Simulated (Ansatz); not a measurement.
# GaSb wire along [110], 24 atoms a period, H-terminated: bands by functional, part 2 of 2

Aim: is the GaSb wire along [110], 24 atoms a period, H-terminated a metal or a semiconductor?

Ansatz 0.2.0; DFT PBE, plane waves, PAW; relaxation of a wire's period; PAW set soft_1 (the session's first sound run).

So far. Step 2 (Relaxation of atoms and period): The cell's length comes to 4.454 Å with spin left out.

## 3. The perfect wire

This step: DFT PBE, plane waves, PAW; bands of a perfect wire; PAW set soft_1 (Ansatz 0.2.0).

At the relaxed period the bands are computed along the axis; those that cross an energy going forward count the channels that a perfect wire would open there.

input.yaml

```yaml
crystal:
  lattice:
    - [22.695, 0.0, 0.0]
    - [0.0, 20.636, 0.0]
    - [0.0, 0.0, 4.4535530659]
  atoms:
    - { symbol: H, position: [0.173604684, 0.531196476, 0.0] }
    - { symbol: Ga, position: [0.189466008, 0.456892434, 0.0] }
    - { symbol: Sb, position: [0.396603571, 0.548774849, 0.0] }
    - { symbol: Sb, position: [0.392487926, 0.756554807, 0.0] }
    - { symbol: H, position: [0.436159519, 0.824300422, 0.0] }
    - { symbol: Ga, position: [0.466206713, 0.65362744, 0.0] }
    - { symbol: Ga, position: [0.463113379, 0.441197391, 0.0] }
    - { symbol: Sb, position: [0.668130284, 0.562212991, 0.0] }
    - { symbol: Sb, position: [0.664957012, 0.7580999, 0.0] }
    - { symbol: H, position: [0.7045453, 0.829143066, 0.0] }
    - { symbol: Ga, position: [0.746714771, 0.663440043, 0.0] }
    - { symbol: Ga, position: [0.730351499, 0.45445531, 0.0] }
    - { symbol: H, position: [0.220160448, 0.655951078, 0.216012324] }
    - { symbol: H, position: [0.778592597, 0.659618786, 0.308395676] }
    - { symbol: Sb, position: [0.27074622, 0.652970582, 0.5] }
    - { symbol: Sb, position: [0.255757711, 0.438309554, 0.5] }
    - { symbol: H, position: [0.291352315, 0.268509415, 0.5] }
    - { symbol: H, position: [0.28386189, 0.828274589, 0.5] }
    - { symbol: Ga, position: [0.3256374, 0.334709305, 0.5] }
    - { symbol: Ga, position: [0.329378152, 0.536441013, 0.5] }
    - { symbol: Ga, position: [0.326520579, 0.76869559, 0.5] }
    - { symbol: Sb, position: [0.528099914, 0.237813902, 0.5] }
    - { symbol: Sb, position: [0.533012992, 0.660290195, 0.5] }
    - { symbol: Sb, position: [0.531327321, 0.448013982, 0.5] }
    - { symbol: H, position: [0.557911092, 0.830435214, 0.5] }
    - { symbol: H, position: [0.57709045, 0.174240621, 0.5] }
    - { symbol: Ga, position: [0.596904966, 0.341477326, 0.5] }
    - { symbol: Ga, position: [0.60055446, 0.553487122, 0.5] }
    - { symbol: Ga, position: [0.599150014, 0.7693113, 0.5] }
    - { symbol: Sb, position: [0.797810772, 0.449449923, 0.5] }
    - { symbol: H, position: [0.845689445, 0.385331431, 0.5] }
    - { symbol: H, position: [0.849392095, 0.509704313, 0.5] }
    - { symbol: H, position: [0.778592597, 0.659618786, 0.691604324] }
    - { symbol: H, position: [0.220160448, 0.655951078, 0.783987676] }
    - { symbol: H, position: [0.141027906, 0.402804477, 0.0] }
    - { symbol: Sb, position: [0.393959177, 0.3372549, 0.0] }
    - { symbol: H, position: [0.428095041, 0.164274048, 0.0] }
    - { symbol: Ga, position: [0.460590713, 0.23136608, 0.0] }
    - { symbol: Sb, position: [0.664626147, 0.346972413, 0.0] }
    - { symbol: H, position: [0.712528258, 0.282361565, 0.0] }
kpoints:
  mp_grid: { grid: [1, 1, 18] }
  band_path: { path: ["Γ", Z], npoints: 90 }
scf:
  occupations: { method: fermi_dirac, width: 0.05 }
hamiltonian:
  xc: pbe
  pseudopotentials: { kind: paw, azcp: { folder: soft_1 } }
output:
  dos: { e_range: [-5, 4] }
  write_potential: true
  write_density: true
  volumetric_format: npy
```

The run is started by

```console
$ ansatz run input.yaml --threads 4 --pin off --max-ram 16384MiB --backend cpu --events-out ev --progress --plain --runs-dir out
```

Numbers of over 12 decimals in the logs are rounded to 6 here.

Log:

```text
[...]
Crystal: 40 atoms, lattice volume = 2085.750 Å³
Basis set: ecut = 420 eV, 40881 PW (Γ)
Bands: 216, of which v1, the nominal top of the filled ones, is band 176 counted from 1 (175 counted from 0)
Symmetry: 2 space group operations
[...]
k-points: 10 of 18
[...]
SCF iter   1: F=—  HF=-123466.981510 eV  |F-HF|=—  |Δ(HF+E_count)|=         —  Δρ=2.97e-2  dr2=1.87e1  ethr=3.10e-3  ⟨swp⟩=6.1  Hψ=8898  notcnv=0  defer=137
[...]
SCF iter  13: F=-123461.957004 eV  HF=-123461.957004 eV  |F-HF|=1.47e-8  |Δ(HF+E_count)|=   1.23e-7  Δρ=9.48e-7  dr2=3.32e-8  ethr=2.84e-11  ⟨swp⟩=13.9  Hψ=10194  notcnv=0
SCF 1 converged in 13 iterations: F = -123461.957004 eV  dr2 = 3.32e-8
[...]
NSCF: frozen V_eff on 91 k-points
WARN: pass on a band path, mesh or list of k-points: the 91 k-points are solved 24 at a time at the most, because the 14.40 GiB of host memory that the pass is priced against does not hold them all with the solver's workspace as planned. The pass can take longer, above all where fewer k-points are solved at a time than the run has threads. As a rule a larger memory budget leaves room for more at once. The budget is what a run with no `--max-ram-frac` typed is planned for, 0.8 of the host's memory or its container's limit. More memory there lifts it, and so does a share over 0.88 that is typed (of such a share the budget is ten elevenths): [rest of the remark cut]
WARN: The output density's exchange-correlation potential varies sharply where the density is thin. Do not read a vacuum level from v_tot or v_xc, or from such a field of the output density. On a cell that repeats whose density bears no net charge and no dipole along the vacuum's axis use v_es (v_loc + v_h of the components); under efield.dipole_correction with no amplitude use v_es + v_field, which holds any externa [...]
SCF converged after 13 iterations
Free energy (F): -123461.957004 eV
[...]
Internal energy: -123461.956774 eV  (E = F + TS)
E sigma→0 (E₀):  -123461.956889 eV
Entropy (-TS):   -0.000230 eV (-0.006 meV/atom)
Fermi energy:    -0.157791 eV
[...]
--- Band table (eV; the first three rows and the last of 10) ---
  k-point 0: bands = [... 172 lower, -1.0396, -0.9814, -0.8421, -0.4572, 0.1389, 0.3610, 0.5342, 0.7044, ... 36 higher]
  k-point 1: bands = [... 172 lower, -1.2338, -1.0419, -0.8542, -0.5922, 0.3094, 0.5364, 0.7129, 0.8777, ... 36 higher]
  k-point 2: bands = [... 172 lower, -1.3229, -1.2045, -0.8889, -0.8131, 0.6740, 0.9314, 1.0758, 1.2125, ... 36 higher]
  k-point 9: bands = [... 172 lower, -1.8426, -1.7735, -1.7366, -1.6022, 0.8992, 0.9141, 1.0138, 1.1218, ... 36 higher]
```

Wall time 9.2 min (4 threads of Intel Xeon 6975P-C (Granite Rapids), shared host); peak memory 11 GiB.

This step gave:

| Quantity | Value |
| --- | --- |
| energy at zero smearing | -123461.9569 eV |
| band gap | 0.5961 eV |

Electronic bands along the path, in eV, zero at the Fermi level; v1 is the highest filled band, c1 the lowest empty one:

| point | v4 | v3 | v2 | v1 | c1 | c2 | c3 | c4 |
| --- | --- | --- | --- | --- | --- | --- | --- | --- |
| Γ | -0.88 | -0.82 | -0.68 | -0.30 | 0.30 | 0.52 | 0.69 | 0.86 |
| halfway | -1.39 | -1.25 | -1.10 | -1.04 | 1.29 | 1.35 | 1.51 | 1.67 |
| Z | -1.68 | -1.62 | -1.58 | -1.44 | 1.06 | 1.07 | 1.17 | 1.28 |

The gap is 0.596 eV, with spin left out.

The path shows a direct gap of 0.60 eV (valence top at Γ, conduction bottom at Γ).

## 4. Levels at the same atoms, cutoff 500 eV, k-mesh 1×1×14

This step: DFT r2SCAN, plane waves, PAW; bands of a perfect wire at the PBE geometry; PAW set soft_1 (Ansatz 0.2.0).

The atoms stay at the PBE geometry and the functional changes. r2SCAN also reads the kinetic-energy density; it often gives larger moments and wider gaps than PBE, at a higher cost. Against the first PBE run of this kind, the cutoff is 500 eV against 420 and the mesh along the wire has 14 points against 18.

Edit input.yaml of step 3 so:

```diff
@@ -47,3 +47,3 @@
 kpoints:
-  mp_grid: { grid: [1, 1, 18] }
+  mp_grid: { grid: [1, 1, 14] }
   band_path: { path: ["Γ", Z], npoints: 90 }
@@ -52,8 +52,3 @@
 hamiltonian:
-  xc: pbe
+  xc: r2scan
   pseudopotentials: { kind: paw, azcp: { folder: soft_1 } }
-output:
-  dos: { e_range: [-5, 4] }
-  write_potential: true
-  write_density: true
-  volumetric_format: npy
```

Log:

```text
[...]
Crystal: 40 atoms, lattice volume = 2085.750 Å³
Basis set: ecut = 500 eV, 52849 PW (Γ), exchange–correlation on 720×640×144 points (64 copies of the dense FFT grid, shifted against one another)
Bands: 216, of which v1, the nominal top of the filled ones, is band 176 counted from 1 (175 counted from 0)
Symmetry: 2 space group operations
[...]
k-points: 8 of 14
[...]
SCF iter   1: F=—  HF=-123729.225919 eV  |F-HF|=—  |Δ(HF+E_count)|=         —  Δρ=2.97e-2  dr2=1.75e1  dr2_τ=1.37e-1  ethr=3.10e-3  ⟨swp⟩=6.4  Hψ=6858  notcnv=0  defer=87
[...]
SCF iter  12: F=-123726.590783 eV  HF=-123726.590783 eV  |F-HF|=4.53e-8  |Δ(HF+E_count)|=   3.92e-7  Δρ=1.65e-6  dr2=9.37e-8  dr2_τ=1.19e-9  ethr=2.84e-11  ⟨swp⟩=13.8  Hψ=9331  notcnv=0
SCF 1 converged in 12 iterations: F = -123726.590783 eV  dr2 = 9.37e-8
[...]
SCF converged after 12 iterations
Free energy (F): -123726.590783 eV
[...]
Internal energy: -123726.590739 eV  (E = F + TS)
E sigma→0 (E₀):  -123726.590761 eV
Entropy (-TS):   -0.000044 eV (-0.001 meV/atom)
Fermi energy:    -0.208421 eV
[...]
--- Band table (eV; the first three rows and the last of 8) ---
  k-point 0: bands = [... 172 lower, -1.2280, -1.1410, -1.0356, -0.6095, 0.1918, 0.4247, 0.6251, 0.8022, ... 36 higher]
  k-point 1: bands = [... 172 lower, -1.4768, -1.2892, -1.0249, -0.8120, 0.4614, 0.7004, 0.9042, 1.0705, ... 36 higher]
  k-point 2: bands = [... 172 lower, -1.5539, -1.4513, -1.1371, -1.0742, 0.9674, 1.2599, 1.3683, 1.4896, ... 36 higher]
  k-point 7: bands = [... 172 lower, -2.0732, -1.9890, -1.9544, -1.8199, 0.9815, 1.0170, 1.0693, 1.1725, ... 36 higher]
```

Elapsed: 15 min, on 4 threads; peak memory 13 GiB.

Numbers from this step:

| Property | Result |
| --- | --- |
| band gap | 0.8013 eV |

The electronic bands at the labelled points (eV, zero at the Fermi level; v1 is the highest filled band, c1 the lowest empty one):

| point | v4 | v3 | v2 | v1 | c1 | c2 | c3 | c4 |
| --- | --- | --- | --- | --- | --- | --- | --- | --- |
| Γ | -1.02 | -0.93 | -0.83 | -0.40 | 0.40 | 0.63 | 0.83 | 1.01 |
| halfway | -1.55 | -1.40 | -1.24 | -1.18 | 1.43 | 1.51 | 1.61 | 1.82 |
| Z | -1.86 | -1.78 | -1.75 | -1.61 | 1.19 | 1.23 | 1.28 | 1.38 |

The gap is 0.801 eV, against 0.596 eV under PBE at the relaxed period.

## 5. Levels at the same atoms, level HSE06, cutoff 420 eV

This step: DFT HSE06, plane waves, PAW; levels of a perfect wire at the PBE geometry; PAW set soft_1 (Ansatz 0.2.0).

The atoms stay at the PBE geometry and the functional changes. HSE06 mixes in a quarter of short-range exact exchange, which removes part of the self-interaction that closes gaps; it is dear, so the mesh is thinner and no path is run. Against the first PBE run of this kind, the mesh along the wire has 7 points against 18.

Edit input.yaml of step 4 so:

```diff
@@ -47,4 +47,3 @@
 kpoints:
-  mp_grid: { grid: [1, 1, 14] }
-  band_path: { path: ["Γ", Z], npoints: 90 }
+  mp_grid: { grid: [1, 1, 7] }
 scf:
@@ -52,3 +51,3 @@
 hamiltonian:
-  xc: r2scan
+  xc: hse06
   pseudopotentials: { kind: paw, azcp: { folder: soft_1 } }
```

Log:

```text
[...]
exact exchange (on PAW files that of the plane waves, all of it where the separable form is declined too) is computed from pair densities and not by density-matrix convolution, because memory is short: the convolution, which is usually faster, keeps the exchange operator as a matrix at each irreducible k-point or, where blocks serve (scf.exx.build), one block of their elements at a time (for builds on a GPU, the tabl [...]
Crystal: 40 atoms, lattice volume = 2085.750 Å³
[...]
Fermi energy:    -0.223046 eV
[...]
--- Band table (eV) ---
  k-point 0: bands = [... 172 lower, -1.4287, -1.3330, -1.2413, -0.7867, 0.3410]
  k-point 1: bands = [... 172 lower, -1.7626, -1.6630, -1.3368, -1.2734, 1.1591]
  k-point 2: bands = [... 172 lower, -2.0674, -1.8762, -1.7886, -1.7044, 1.3399]
  k-point 3: bands = [... 172 lower, -2.3316, -2.1313, -2.0926, -2.0409, 1.1297]
  guard bands above this table: 39 of the run's 216 bands. The solve was not asked for them (output.publish_guard_bands: true or output.eigenvalues: true publishes all)
[key lines of the parts left out:]
Free energy (F): -123520.097323 eV
```

It took 26 min on 4 threads; peak memory 9 GiB; 1.7 h of CPU time.

Numbers from this step:

```yaml
band_gap: 1.128 eV
```

The gap is 1.13 eV, against 0.596 eV under PBE at the relaxed period.

## 6. What came out

```json
{
  "cell length, PBE": "4.454 Å",
  "gap, PBE": "0.596 eV",
  "gap, r2SCAN": "0.801 eV",
  "gap, HSE06": "1.13 eV"
}
```

In words: Under PBE the cell's length is 4.45 Å, and a gap of 0.60 eV makes it a semiconductor. At the relaxed period the wire is gapped under every functional, from 0.60 eV (PBE) to 1.13 eV (HSE06). Weak screening in one dimension makes quasiparticle gaps larger than the semilocal gaps, as a rule. Plain hydrogen on a compound's surface is a simple closure: it may leave surface states, and facets that end in unlike atoms put a field across the wire, both of which shrink the gap. Spin-orbit coupling is left out, which matters for the bands of heavy atoms. A hybrid's gap is read on a coarse mesh, without a band path.

[Logs are printed without paths, hosts, clocks, repeated set-up lines and the standing remarks that a program may print on its own settings, such as how far it seeks lower states.]

[Hosts, paths, dates, database ids (printed as entryN), source tags and the programs' standing remarks are cut or masked in the printed files.]
